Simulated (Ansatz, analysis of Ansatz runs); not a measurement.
# A hop of H in CaLa2S4 (I-42d), charge +1, part 2 of 3

Wanted: path and barrier of a jump of H in CaLa2S4 (I-42d) at charge +1. The case: H turning about S, in a cell of 112 host atoms with 1 H put in.

Ansatz 0.2.0; plane-wave PAW DFT, PBEsol; nudged elastic band between two relaxed defect structures at fixed charge in a uniform background.

So far: The structure; Relaxation of the start point, charge +1.

## (3) Relaxation of the end point, charge +1

Level of this step: plane-wave PAW DFT, PBEsol; relaxation of all atoms of a defect supercell at fixed charge in a uniform background (Ansatz).

The end point is relaxed in the same cell and settings, so that the two energies compare. Atoms more than 3.2 Å from the middle of the hop start where the first relaxation left them, the nearer ones on or close to their ideal places, with small random displacements.

qp1_c112k1s.end/input.yaml

```yaml
crystal:
  lattice:
    - [-8.54729057, 8.54729057, 8.59293813]
    - [8.54729057, -8.54729057, 8.59293813]
    - [8.54729057, 8.54729057, -8.59293813]
  atoms:
    - { symbol: Ca, position: [0.00318721, 0.0050428, 0.00123459] }
    - { symbol: Ca, position: [0.37491292, 0.12514469, 0.24978091] }
[... 24 atom lines left out ...]
    - { symbol: S, position: [0.38703917, 0.43844001, 0.62603777] }
[... 16 atom lines left out ...]
    - { symbol: Ca, position: [0.375, 0.625, 0.75] }
    - { symbol: La, position: [0.43643603, 0.74903635, 0.55748011] }
[... 35 atom lines left out ...]
    - { symbol: S, position: [0.63621281, 0.43813082, 0.62546226] }
[... 17 atom lines left out ...]
    - { symbol: Ca, position: [0.5, 0.5, 0.5] }
[... 2 atom lines left out ...]
    - { symbol: La, position: [0.7522161, 0.8125, 0.6897161] }
    - { symbol: La, position: [0.6875, 0.8772161, 0.9397161] }
    - { symbol: La, position: [0.6227839, 0.5625, 0.8102839] }
    - { symbol: S, position: [0.56232667, 0.68804705, 0.94810792] }
    - { symbol: S, position: [0.56259776, 0.68655999, 0.69859916] }
    - { symbol: S, position: [0.81240224, 0.7610014, 0.87396223] }
[... 5 atom lines left out ...]
    - { symbol: H, position: [0.490517, 0.586183, 0.667561] }
total_charge: 1
basis:
  ecutwfc: 420
  xc_grid: 2
hamiltonian:
  xc: pbesol
kpoints:
  mp_grid: { grid: [1, 1, 1], shift: [0.25, 0.25, 0.25] }
scf:
  occupations: { method: fixed }
  max_iter: 120
output:
  forces: true
relax:
  f_tol: 0.02
  max_steps: 70
  random_displacement: { amplitude: 0.01, seed: 3292 }
```

Run with:

```sh
$ ansatz run input.yaml --threads 4 --pin off --max-ram 14131MiB --backend cpu --events-out ev --progress --plain --runs-dir out
```

The log of the run:

```text
[...]
Crystal: 113 atoms, lattice volume = 2511.069 Å³
Basis set: ecut = 420 eV, 49093 PW (Γ), exchange–correlation on 200×200×200 points (8 copies of the dense FFT grid, shifted against one another)
Bands: 561, of which v1, the nominal top of the filled ones, is band 448 counted from 1 (447 counted from 0)
Symmetry: 1 space group operations
k-points: 1
[...]
SCF iter   1: F=—  HF=-282768.974255 eV  |F-HF|=—  |Δ(HF+E_count)|=         —  Δρ=5.58e-3  dr2=1.18e0  ethr=1.77e-3  ⟨swp⟩=6.0  Hψ=1833  notcnv=0  defer=109
[...]
SCF iter   6: F=-282768.753494 eV  HF=-282768.753498 eV  |F-HF|=3.98e-6  |Δ(HF+E_count)|=   3.13e-6  Δρ=1.11e-5  dr2=7.85e-6  ethr=1.12e-9  ⟨swp⟩=5.0  Hψ=1894  notcnv=0
SCF 1 converged in 6 iterations: F = -282768.753494 eV  dr2 = 7.85e-6
[...]
[... 5 atoms left out ...]
  atom 113  H      0.00133951     0.00302655     0.00136162
  max |Σ_I F_I| component: 2.25e-5 eV/Å
--- Relaxed structure (6 steps of the walk, 6 accepted, 0 SCFs on fresh bases) ---
  F+E_penalty+E_count = -282769.35533892 eV   max|allowed force component| = 1.322e-2 eV/Å
  atoms:
    - { symbol: Ca, position: [0.000337, 0.000535, 0.000301] }
    - { symbol: Ca, position: [0.375348, 0.125348, 0.249985] }
    [... 24 atoms left out ...]
    - { symbol: S, position: [0.388088, 0.442907, 0.629433] }
    [... 16 atoms left out ...]
    - { symbol: Ca, position: [0.368446, 0.626414, 0.755378] }
    [... 54 atoms left out ...]
    - { symbol: Ca, position: [0.504266, 0.498831, 0.492069] }
    [... 2 atoms left out ...]
    - { symbol: La, position: [0.754956, 0.814473, 0.688569] }
    - { symbol: La, position: [0.688757, 0.878992, 0.943154] }
    - { symbol: La, position: [0.628622, 0.562646, 0.815945] }
    - { symbol: S, position: [0.561306, 0.687038, 0.947147] }
    - { symbol: S, position: [0.561833, 0.682285, 0.695016] }
    - { symbol: S, position: [0.811896, 0.761821, 0.873888] }
    [... 5 atoms left out ...]
    - { symbol: H, position: [0.463640, 0.562650, 0.650903] }
[key lines of the parts left out:]
SCF converged after 6 iterations
Free energy (F): -282769.355339 eV
Fermi energy:    8.647649 eV
```

Elapsed: 6.8 min, on 4 threads of Arm Neoverse V2, shared host; peak memory 6.4 GiB.

The steps of the relaxation:

```
step  energy less that of the first step (eV)  largest force component (eV/Å)
   1                                   0.0000                          2.5815
   2                                  -0.2738                          1.4444
   3                                  -0.5174                          0.5814
   4                                  -0.5961                          0.0690
   5                                  -0.5986                          0.0512
   6                                  -0.6018                          0.0132
```

The atoms that moved most (Å, from the sites as typed, ahead of the random displacement):

| atom | dx | dy | dz | length |
| --- | --- | --- | --- | --- |
| H113 | -0.113 | -0.170 | -0.290 | 0.355 |
| Ca99 | -0.114 | -0.021 | 0.095 | 0.150 |
| Ca44 | 0.114 | -0.021 | -0.090 | 0.147 |
| La104 | 0.000 | 0.098 | 0.003 | 0.098 |
| S24 | 0.004 | -0.037 | 0.052 | 0.064 |
| S106 | -0.060 | 0.000 | -0.013 | 0.062 |
| S27 | 0.059 | 0.000 | 0.018 | 0.061 |
| La5 | 0.002 | -0.059 | -0.008 | 0.060 |

Neighbours of H113 at the end:

| atom | distance (Å) |
| --- | --- |
| S106 | 1.606 |
| S27 | 1.607 |
| Ca99 | 2.577 |
| Ca44 | 2.579 |
| La104 | 2.821 |
| La5 | 3.549 |
| La45 | 3.550 |
| S40 | 3.576 |
| S56 | 3.577 |

This step gave:

```yaml
free_energy: -282769.3553 eV
r_m_s_move_of_the_farther_half_of_the_atoms: 0.01039 Å
largest_move_from_the_ideal_geometry_of_this_structure_a_common_shift_of_the_far_atoms_taken_out: 0.3584 Å
```

The relaxation gained 0.602 eV and ended with a largest force component of 0.013 eV/Å. The end lies 0.029 eV below the start.

[end of part 2 of 3]

[Long decimals in the printed logs are rounded to 6 places.]

[Repeated set-up lines and some long k-point lines are left out of the logs, and relaxed atomic positions are cut to six decimals.]

[Logs are printed without paths, hosts, clocks, repeated set-up lines and the standing remarks that a program may print on its own settings, such as how far it seeks lower states.]

[Hosts, paths, dates, database ids (printed as entryN), source tags and the programs' standing remarks are cut or masked in the printed files.]
